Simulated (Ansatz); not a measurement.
**Band gap of K3SCl (antiperovskite) (Pm-3m) from density functionals to GW**

Wanted: a ladder of band gaps for K3SCl (antiperovskite) (Pm-3m), from density functionals to G0W0.

Calculated with Ansatz 0.2.0; density functionals, hybrids and G0W0, plane waves, PAW.

This is a report of a sequence of runs, with most program output left out.

The structure was built from a prototype and need not be the compound's stable phase.

In doubt: masses and optical values from hybrid runs of this build are listed as unsure (step 9), which bears on the screening that GW takes from such a start.

## Step 1: The structure

It takes space group Pm-3m (No. 221, cubic). The conventional cell has a = 5.970 Å, b = 5.970 Å, c = 5.970 Å, α = 90.00°, β = 90.00°, γ = 90.00°. Nearest to Cl lie 12 K at 4.22 Å. S has 6 K at 2.98 Å nearest. Nearest to K lie 2 S at 2.98 Å. It derives from Cl1K3S1. Farther neighbours and most contacts between anions are not listed.

The structure was relaxed with PBE. The structure type comes from a generator and need not be one that this composition takes. The runs that relaxed it are not among those shown. The default PAW set here is soft_2. Its files were made with PBE.

## Step 2: PBEsol on the 4×4×4 mesh

This step: DFT, PBEsol, plane waves, PAW.

File input.yaml:

```yaml
crystal:
  lattice:
    - [5.9699615649, 0.0, 0.0]
    - [0.0, 5.9699615649, 0.0]
    - [0.0, 0.0, 5.9699615649]
  atoms:
    - { symbol: Cl, position: [0.0, 0.0, 0.0] }
    - { symbol: S, position: [0.5, 0.5, 0.5] }
    - { symbol: K, position: [0.5, 0.5, 0.0] }
    - { symbol: K, position: [0.5, 0.0, 0.5] }
    - { symbol: K, position: [0.0, 0.5, 0.5] }
kpoints:
  mp_grid: { grid: [4, 4, 4] }
  band_path:
    path: [[0.0, 0.0, 0.0], [0.0, 0.5, 0.0], [0.5, 0.5, 0.0], [0.5, 0.5, 0.5]]
    npoints: 1
hamiltonian:
  xc: pbesol
scf:
  occupations: { method: fixed }
  n_extra_bands: 5
output:
  eigenvalues: true
  forces: true
  stress: true
```

Started as:

```
$ ansatz run input.yaml --threads 4 --pin off --max-ram 17510MiB --backend cpu --events-out ev --progress --plain --runs-dir out
```

Run time: 1.1 s. Hardware: 4 threads of Arm Neoverse V2, shared host; peak memory 0.46 GiB; 3.6 s of CPU time.

Numbers from this step:

| Quantity | Value |
| --- | --- |
| pressure | -0.5033 GPa |
| gap | 1.842 eV |
| valence top at | Γ |
| conduction bottom at | Γ |
| least direct gap | 1.842 eV |

Over mesh and listed points the gap is 1.842 eV, direct, at k = Γ.

## Step 3: PBE on the 4×4×4 mesh

Levels along a band path and on the mesh show where this functional puts the band edges.

This step: DFT, PBE, plane waves, PAW.

input.yaml, as its differences from that of step 2:

```diff
@@ -14,8 +14,10 @@
   band_path:
-    path: [[0.0, 0.0, 0.0], [0.0, 0.5, 0.0], [0.5, 0.5, 0.0], [0.5, 0.5, 0.5]]
-    npoints: 1
+    path:
+      - [[0.0, 0.0, 0.0], [0.0, 0.5, 0.0], [0.5, 0.5, 0.0], [0.0, 0.0, 0.0], [0.5, 0.5, 0.5], [0.0, 0.5, 0.0]]
+      - [[0.5, 0.5, 0.5], [0.5, 0.5, 0.0]]
+    npoints: 10
 hamiltonian:
-  xc: pbesol
+  xc: pbe
 scf:
-  occupations: { method: fixed }
+  occupations: { method: fermi_dirac, width: 0.02 }
   n_extra_bands: 5
@@ -25 +27,5 @@
   stress: true
+  write_density: true
+  write_potential: true
+  elf: true
+  volumetric_format: npy
```

It took 2.6 s on 4 threads; peak memory 0.49 GiB.

This step gave:

- pressure: 0.02967 GPa
- filled bands: 20
- gap: 1.832 eV
- valence top at: Γ
- conduction bottom at: Γ
- least direct gap: 1.832 eV

Over mesh and path the gap is 1.832 eV, direct, at k = Γ. PBE against PBEsol: 1.832 − 1.842 = −0.010 eV, with the same mesh, files and cutoff, and both edges at the same k points.

## Step 4: r2SCAN on the 4×4×4 mesh

r2SCAN is a meta-GGA: it depends on the kinetic-energy density as well as on the density and its gradient.

This step: DFT, r2SCAN, plane waves, PAW.

File input.yaml:

```yaml
crystal:
  lattice:
    - [5.9699615649, 0.0, 0.0]
    - [0.0, 5.9699615649, 0.0]
    - [0.0, 0.0, 5.9699615649]
  atoms:
    - { symbol: Cl, position: [0.0, 0.0, 0.0] }
    - { symbol: S, position: [0.5, 0.5, 0.5] }
    - { symbol: K, position: [0.5, 0.5, 0.0] }
    - { symbol: K, position: [0.5, 0.0, 0.5] }
    - { symbol: K, position: [0.0, 0.5, 0.5] }
kpoints:
  mp_grid: { grid: [4, 4, 4] }
  band_path:
    path: [[0.0, 0.0, 0.0], [0.0, 0.5, 0.0], [0.5, 0.5, 0.0], [0.5, 0.5, 0.5]]
    npoints: 1
hamiltonian:
  xc: r2scan
scf:
  occupations: { method: fixed }
  n_extra_bands: 5
output:
  eigenvalues: true
  forces: true
  stress: true
```

It took 2.9 s on 4 threads; peak memory 0.85 GiB.

Numbers from this step:

| Property | Result |
| --- | --- |
| pressure | -0.1799 GPa |
| gap | 2.250 eV |
| valence top at | Γ |
| conduction bottom at | Γ |
| least direct gap | 2.250 eV |

Over mesh and listed points the gap is 2.250 eV, direct, at k = Γ. r2SCAN against PBE: 2.250 − 1.832 = +0.418 eV. The runs also differ in plane-wave cutoff (420 eV and 500 eV), so how much of this comes from the functional alone is not known.

## Step 5: HSE06 on the 4×4×4 mesh

HSE06 mixes in a quarter of exact exchange at short range.

This step: DFT, HSE06, plane waves, PAW.

input.yaml, as its differences from that of step 4:

```diff
@@ -17,3 +17,3 @@
 hamiltonian:
-  xc: r2scan
+  xc: hse06
 scf:
@@ -23,3 +23 @@
   eigenvalues: true
-  forces: true
-  stress: true
```

Elapsed: 47 s, on 4 threads; peak memory 3.5 GiB.

Numbers from this step:

| Property | Result |
| --- | --- |
| gap | 2.765 eV |
| valence top at | Γ |
| conduction bottom at | Γ |
| least direct gap | 2.765 eV |
| exact-exchange fraction | 0.25 |

Over mesh and listed points the gap is 2.765 eV, direct, at k = Γ. HSE06 against PBE: 2.765 − 1.832 = +0.933 eV, with the same mesh, files and cutoff, and both edges at the same k points.

## Step 6: PBE0 on the 4×4×4 mesh

PBE0 mixes in a quarter of exact exchange at all distances.

This step: DFT, PBE0, plane waves, PAW.

input.yaml, as its differences from that of step 5:

```diff
@@ -17,3 +17,3 @@
 hamiltonian:
-  xc: hse06
+  xc: pbe0
 scf:
@@ -23 +23,5 @@
   eigenvalues: true
+  write_density: true
+  write_potential: true
+  elf: true
+  volumetric_format: npy
```

Run time: 44 s. Hardware: 4 threads; peak memory 3.5 GiB; 2.7 min of CPU time.

This step gave:

```
gap                     : 3.480 eV
valence top at          : Γ
conduction bottom at    : Γ
least direct gap        : 3.480 eV
exact-exchange fraction : 0.25
```

Over mesh and listed points the gap is 3.480 eV, direct, at k = Γ. PBE0 against HSE06: 3.480 − 2.765 = +0.715 eV, with the same mesh, files and cutoff, and both edges at the same k points.

## Step 7: DDH-PBE0 on the 4×4×4 mesh

The input asks for a share of exact exchange of one over the crystal's ε∞, which the program works out first.

This step: DFT, dielectric-dependent PBE0 (fraction 1/eps_inf of PBE), plane waves, PAW.

input.yaml, the sections that differ from step 6:

```yaml
crystal:
  lattice:
    - [5.9699615649, 0.0, 0.0]
    - [0.0, 5.9699615649, 0.0]
    - [0.0, 0.0, 5.9699615649]
  atoms:
    - { symbol: Cl, position: [0.0, 0.0, 0.0] }
    - { symbol: S, position: [0.5, 0.5, 0.5] }
    - { symbol: K, position: [0.5, 0.5, 0.0] }
    - { symbol: K, position: [0.5, 0.0, 0.5] }
    - { symbol: K, position: [0.0, 0.5, 0.5] }
  host: atoms
hamiltonian:
  xc:
    exchange: pbe
    correlation: pbe
    exx: { coeff: inverse_dielectric }
output:
  eigenvalues: true
# kpoints, scf: as in step 6
```

Run time: 49 s. Hardware: 4 threads; peak memory 3.5 GiB; 2.9 min of CPU time.

This step gave:

```yaml
gap: 4.526 eV
valence_top_at: Γ
conduction_bottom_at: Γ
least_direct_gap: 4.526 eV
exact_exchange_fraction: 0.4025
```

Over mesh and listed points the gap is 4.526 eV, direct, at k = Γ. DDH-PBE0 against PBE0: 4.526 − 3.480 = +1.046 eV, with the same mesh, files and cutoff, and both edges at the same k points.

## Step 8: G0W0@PBE, 2×2×2 mesh, 635 empty bands, screening to 120 eV

G0W0 replaces the xc potential by a self-energy built once from the orbitals of the start. Levels are corrected in the window of bands that the input names, at points of the mesh.

This step: G0W0 on PBE, plane waves, PAW.

File input.yaml:

```yaml
crystal:
  lattice:
    - [5.9699615649, 0.0, 0.0]
    - [0.0, 5.9699615649, 0.0]
    - [0.0, 0.0, 5.9699615649]
  atoms:
    - { symbol: Cl, position: [0.0, 0.0, 0.0] }
    - { symbol: S, position: [0.5, 0.5, 0.5] }
    - { symbol: K, position: [0.5, 0.5, 0.0] }
    - { symbol: K, position: [0.5, 0.0, 0.5] }
    - { symbol: K, position: [0.0, 0.5, 0.5] }
kpoints:
  mp_grid: { grid: [2, 2, 2] }
hamiltonian:
  xc: pbe
scf:
  occupations: { method: fixed }
gw:
  n_empty_bands: 635
  ecut_chi: 120.0
  qp_bands: [v2, c2]
  qp_kpoints: band_edges
  screening: { model: contour_deformation }
```

The job ended after 51 s (4 threads; peak memory 3.2 GiB; 3.3 min of CPU time).

This step gave:

```
bands summed                                    : 655
RPA ε∞ on this mesh (eigenvalues)               : 2.641, 2.641, 2.641
plane waves in the screening matrix             : 619
G0W0 gap over the corrected points              : 3.513 eV
k of the valence top                            : 0, 0, 0
k of the conduction bottom                      : 0, 0, 0
starting gap on the mesh                        : 1.793 eV
Z at the valence top                            : 0.7308
Z at the conduction bottom                      : 0.8106
least direct G0W0 gap over the corrected points : 3.513 eV
```

Over all 4 irreducible mesh points the G0W0 gap is 3.513 eV, direct, at k = Γ. The PBE gap of this run on the mesh is 1.793 eV. The two states that bound the G0W0 gap lie that far apart at the start, so the correction of the gap is 3.513 − 1.793 = +1.720 eV. The program marks 8 of the 16 corrected levels as in doubt (energies apart, Σc rises), among them the valence top.

## Step 9: G0W0@HSE06, 2×2×2 mesh, 635 empty bands, screening to 120 eV

This step: G0W0 on HSE06, plane waves, PAW.

input.yaml, as its differences from that of step 8:

```diff
@@ -14,3 +14,3 @@
 hamiltonian:
-  xc: pbe
+  xc: hse06
 scf:
```

Run time: 3.9 min. Hardware: 4 threads; peak memory 2.3 GiB.

Numbers from this step:

| Quantity | Value |
| --- | --- |
| bands summed | 655 |
| RPA ε∞ on this mesh (eigenvalues) | 2.145, 2.145, 2.145 |
| plane waves in the screening matrix | 619 |
| G0W0 gap over the corrected points | 4.276 eV |
| k of the valence top | 0, 0, 0 |
| k of the conduction bottom | 0, 0, 0 |
| starting gap on the mesh | 2.747 eV |
| Z at the valence top | 0.7869 |
| Z at the conduction bottom | 0.8595 |
| least direct G0W0 gap over the corrected points | 4.276 eV |

Over all 4 irreducible mesh points the G0W0 gap is 4.276 eV, direct, at k = Γ. The HSE06 gap of this run on the mesh is 2.747 eV. The two states that bound the G0W0 gap lie that far apart at the start, so the correction of the gap is 4.276 − 2.747 = +1.529 eV. G0W0@HSE06 against G0W0@PBE with 655 bands: 4.276 − 3.513 = +0.763 eV, with the same mesh, files and cutoffs, and both edges at the same k points. The program doubts an edge level of G0W0@PBE with 655 bands (2×2×2, soft_2 PAW).

## Step 10: G0W0@r2SCAN, 2×2×2 mesh, 635 empty bands, screening to 120 eV

This step: G0W0 on r2SCAN, plane waves, PAW.

input.yaml, as its differences from that of step 9:

```diff
@@ -14,3 +14,3 @@
 hamiltonian:
-  xc: hse06
+  xc: r2scan
 scf:
```

Wall time 60 s (4 threads); peak memory 3.9 GiB; 3.9 min of CPU time.

This step gave:

- bands summed: 655
- RPA ε∞ on this mesh (eigenvalues): 2.305, 2.305, 2.305
- plane waves in the screening matrix: 619
- G0W0 gap over the corrected points: 3.932 eV
- k of the valence top: 0, 0, 0
- k of the conduction bottom: 0, 0, 0
- starting gap on the mesh: 2.221 eV
- Z at the valence top: 0.7630
- Z at the conduction bottom: 0.8405
- least direct G0W0 gap over the corrected points: 3.932 eV

Over all 4 irreducible mesh points the G0W0 gap is 3.932 eV, direct, at k = Γ. The r2SCAN gap of this run on the mesh is 2.221 eV. The two states that bound the G0W0 gap lie that far apart at the start, so the correction of the gap is 3.932 − 2.221 = +1.711 eV. G0W0@r2SCAN against G0W0@HSE06 with 655 bands: 3.932 − 4.276 = −0.344 eV. The runs also differ in plane-wave cutoff (420 eV and 500 eV), so how much of this comes from the start alone is not known.

## Step 11: Gap and time by level

Each gap is the least one over the points named; times are wall times on shared hosts, not benchmarks. A G0W0 time includes the run's own self-consistent start. Runs with listed points see these and the mesh alone, so an edge that moves elsewhere is missed. Rows marked * are further runs, not shown as steps, whose inputs differ from the G0W0 step on the same start in the columns given; solver thresholds can differ too. Rows marked ? have an edge level that the program doubts.

| level | mesh | files, cutoff | bands summed, screening | points | gap (eV) | valence top | conduction bottom | least direct gap (eV) | time |
| --- | --- | --- | --- | --- | --- | --- | --- | --- | --- |
| PBEsol | 4×4×4 | soft_2 PAW, 420 eV | - | mesh and listed points | 1.842 | Γ | Γ | 1.842 | 1.1 s |
| PBE | 4×4×4 | soft_2 PAW, 420 eV | - | mesh and path | 1.832 | Γ | Γ | 1.832 | 2.6 s |
| r2SCAN | 4×4×4 | soft_2 PAW, 500 eV | - | mesh and listed points | 2.250 | Γ | Γ | 2.250 | 2.9 s |
| HSE06 | 4×4×4 | soft_2 PAW, 420 eV | - | mesh and listed points | 2.765 | Γ | Γ | 2.765 | 47 s |
| PBE0 | 4×4×4 | soft_2 PAW, 420 eV | - | mesh and listed points | 3.480 | Γ | Γ | 3.480 | 44 s |
| DDH-PBE0 | 4×4×4 | soft_2 PAW, 420 eV | - | mesh and listed points | 4.526 | Γ | Γ | 4.526 | 49 s |
| G0W0@PBE* | 2×2×2 | soft_2 PAW, 420 eV | 124, 36 eV | all 4 irreducible mesh points | 3.186 | Γ | Γ | 3.186 | 3.3 s |
| G0W0@PBE* | 2×2×2 | soft_2 PAW, 420 eV | 315, 72 eV | all 4 irreducible mesh points | 3.375 | Γ | Γ | 3.375 | 11 s |
| G0W0@PBE? | 2×2×2 | soft_2 PAW, 420 eV | 655, 120 eV | all 4 irreducible mesh points | 3.513 | Γ | Γ | 3.513 | 51 s |
| G0W0@HSE06 | 2×2×2 | soft_2 PAW, 420 eV | 655, 120 eV | all 4 irreducible mesh points | 4.276 | Γ | Γ | 4.276 | 3.9 min |
| G0W0@r2SCAN | 2×2×2 | soft_2 PAW, 500 eV | 655, 120 eV | all 4 irreducible mesh points | 3.932 | Γ | Γ | 3.932 | 60 s |

## Step 12: What came out

```json
{
 "PBEsol, over mesh and listed points": "1.842 eV",
 "PBE, over mesh and path": "1.832 eV",
 "r2SCAN, over mesh and listed points": "2.250 eV",
 "HSE06, over mesh and listed points": "2.765 eV",
 "PBE0, over mesh and listed points": "3.480 eV",
 "DDH-PBE0, over mesh and listed points": "4.526 eV",
 "G0W0@PBE (655 bands, 2×2×2), over all 4 irreducible mesh points": "3.513 eV",
 "G0W0@HSE06, over all 4 irreducible mesh points": "4.276 eV",
 "G0W0@r2SCAN, over all 4 irreducible mesh points": "3.932 eV",
 "known limits": "finite bands, screening cutoff and k mesh; no spin-orbit coupling in G0W0; screening cutoff under 40 eV in some runs"
}
```

What this shows: The rows run from 1.832 eV (PBE) to 4.526 eV (DDH-PBE0). They differ in mesh, plane-wave cutoff, bands and screening cutoff of G0W0 and the points over which the gap was sought as well as in level, so only pairs that share these are like for like. PBE against PBEsol: 1.832 − 1.842 = −0.010 eV, with the same mesh, files and cutoff, and both edges at the same k points. HSE06 against PBE: 2.765 − 1.832 = +0.933 eV, with the same mesh, files and cutoff, and both edges at the same k points. PBE0 against HSE06: 3.480 − 2.765 = +0.715 eV, with the same mesh, files and cutoff, and both edges at the same k points. DDH-PBE0 against PBE0: 4.526 − 3.480 = +1.046 eV, with the same mesh, files and cutoff, and both edges at the same k points. G0W0@HSE06 against G0W0@PBE with 655 bands: 4.276 − 3.513 = +0.763 eV, with the same mesh, files and cutoffs, and both edges at the same k points. The program doubts an edge level of G0W0@PBE with 655 bands (2×2×2, soft_2 PAW). The dielectric-dependent hybrid took 0.402 of exact exchange, against 0.25 in PBE0. G0W0@PBE (655 bands, 2×2×2) moves the gap of its own start on the mesh by 3.513 − 1.793 = +1.720 eV, between the same two levels. Both edges that PBE shows over mesh and path lie at k points where levels were corrected. Levels at other points were not corrected, so a lower G0W0 gap elsewhere in the zone is not ruled out. G0W0@HSE06 moves the gap of its own start on the mesh by 4.276 − 2.747 = +1.529 eV, between the same two levels. Both edges that HSE06 shows over mesh and listed points lie at k points where levels were corrected. Levels at other points were not corrected, so a lower G0W0 gap elsewhere in the zone is not ruled out. G0W0@r2SCAN moves the gap of its own start on the mesh by 3.932 − 2.221 = +1.711 eV, between the same two levels. Both edges that r2SCAN shows over mesh and listed points lie at k points where levels were corrected. Levels at other points were not corrected, so a lower G0W0 gap elsewhere in the zone is not ruled out. For G0W0@PBE: from 124 bands and 36 eV to 655 bands and 120 eV the gap moves by 3.513 − 3.186 = +0.327 eV (rung by rung 3.186, 3.375, 3.513 eV); bands and screening cutoff rise together, so their parts are not told apart. An edge row is in doubt in the run with 655 bands, so no limit is drawn and it is not known. The other G0W0 rows are shown at one basis each (655 bands), so their distance from the limit is not known here. For G0W0@PBE (655 bands, 2×2×2): the program marks 8 of the 16 corrected levels as in doubt (energies apart, Σc rises), among them the valence top. The G0W0 runs are scalar-relativistic. No pair of G0W0 runs that differ in the mesh alone is shown (2×2×2 is a supercell whose nearest images lie 12 Å apart), so the error from the mesh is not known here. G0W0@PBE runs of this series with other atomic data on the same mesh, not shown as steps, give 3.552 eV (hard PAW, 660 eV, 961 bands, screening to 156 eV); where bands and cutoffs differ too, the part of the files is not isolated. The program doubts an edge level of G0W0@PBE with 961 bands (2×2×2, hard PAW). A screening cutoff under 40 eV is crude: G0W0@PBE with 124 bands at 36 eV.

[Paths, hosts, dates, memory and timing lines, banners, echoed tables and standing remarks are left out of the program output.]

[Logs are printed without paths, hosts, clocks, repeated set-up lines and the standing remarks that a program may print on its own settings, such as how far it seeks lower states.]

[Runs of the session that timed out or met a known fault of the program may be left out.]

[Cells called generated may have been cut or substituted from an entry of the Crystallography Open Database or the Materials Project.]

[Hosts, paths, dates, database ids (printed as entryN), source tags and the programs' standing remarks are cut or masked in the printed files.]

[Where an RPA ε∞ is given, it is that of the G0W0 mesh and is not shown converged in it. Names of k-points follow the symmetry that the program found, which can be lower than the space group named. Band edges on a path are those of the sampled points; other points can move an edge, and change direct to indirect where valleys lie close.]

[Hybrid gaps are those of their k-mesh and are not shown converged in it.]
